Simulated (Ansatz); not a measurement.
In doubt: masses and optical values from hybrid runs of this build are listed as unsure (in some of the runs), which bears on the screening that GW takes from such a start.

Two G0W0 runs on ZrSe3 (P2_1/m).

```cif
data_structure
_symmetry_space_group_name_H-M 'P 1'
_symmetry_Int_Tables_number 1
_cell_length_a 5.4109
_cell_length_b 3.7488
_cell_length_c 9.4440
_cell_angle_alpha 90.000
_cell_angle_beta 97.480
_cell_angle_gamma 90.000
_cell_volume 189.94
loop_
_atom_site_label
_atom_site_type_symbol
_atom_site_fract_x
_atom_site_fract_y
_atom_site_fract_z
_atom_site_occupancy
Zr1 Zr 0.28500 0.25000 0.65600 1
Zr2 Zr 0.71500 0.75000 0.34400 1
Se3 Se 0.76200 0.25000 0.55400 1
Se4 Se 0.23800 0.75000 0.44600 1
Se5 Se 0.45600 0.25000 0.17400 1
Se6 Se 0.54400 0.75000 0.82600 1
Se7 Se 0.88800 0.25000 0.16900 1
Se8 Se 0.11200 0.75000 0.83100 1
```

The cell and positions come from the Crystallography Open Database and are kept as given unless a step says otherwise. PAW set soft_2, made with PBE.

The first (Ansatz 0.2.0; start HSE06, 4×4×2 mesh, 444 empty bands, screening to 102 eV; 1 × NVIDIA H100 80GB HBM3 (shared by 6 runs) with 3 threads of AMD EPYC 7R13 (Zen 3), shared host) gave, on its mesh: starting gap 1.06 eV, G0W0 gap 1.37 eV, RPA ε∞ (mean) 8.06, 2 min.

The second gave: starting gap 0.29 eV, G0W0 gap 0.88 eV, RPA ε∞ (mean) 13.45, 50 s.

What was changed in the input? Choose among start, files, mesh, bands and cutoff, frequency model or another key.

Changed: start from HSE06 to LDA. A jump of this size in the start, with ε∞ moving the other way, marks another functional. Other changes could give like numbers; this is the one that was made.

Limits: not at the basis limit; no spin-orbit coupling; coarse k mesh.

[Paths, hosts, dates, memory and timing lines, banners, echoed tables and standing remarks are left out of the program output.]

[Logs are printed without paths, hosts, clocks, repeated set-up lines and the standing remarks that a program may print on its own settings, such as how far it seeks lower states.]

[Runs of the session that timed out or met a known fault of the program may be left out.]

[Cells called generated may have been cut or substituted from an entry of the Crystallography Open Database or the Materials Project.]

[Hosts, paths, dates, database ids (printed as entryN), source tags and the programs' standing remarks are cut or masked in the printed files.]
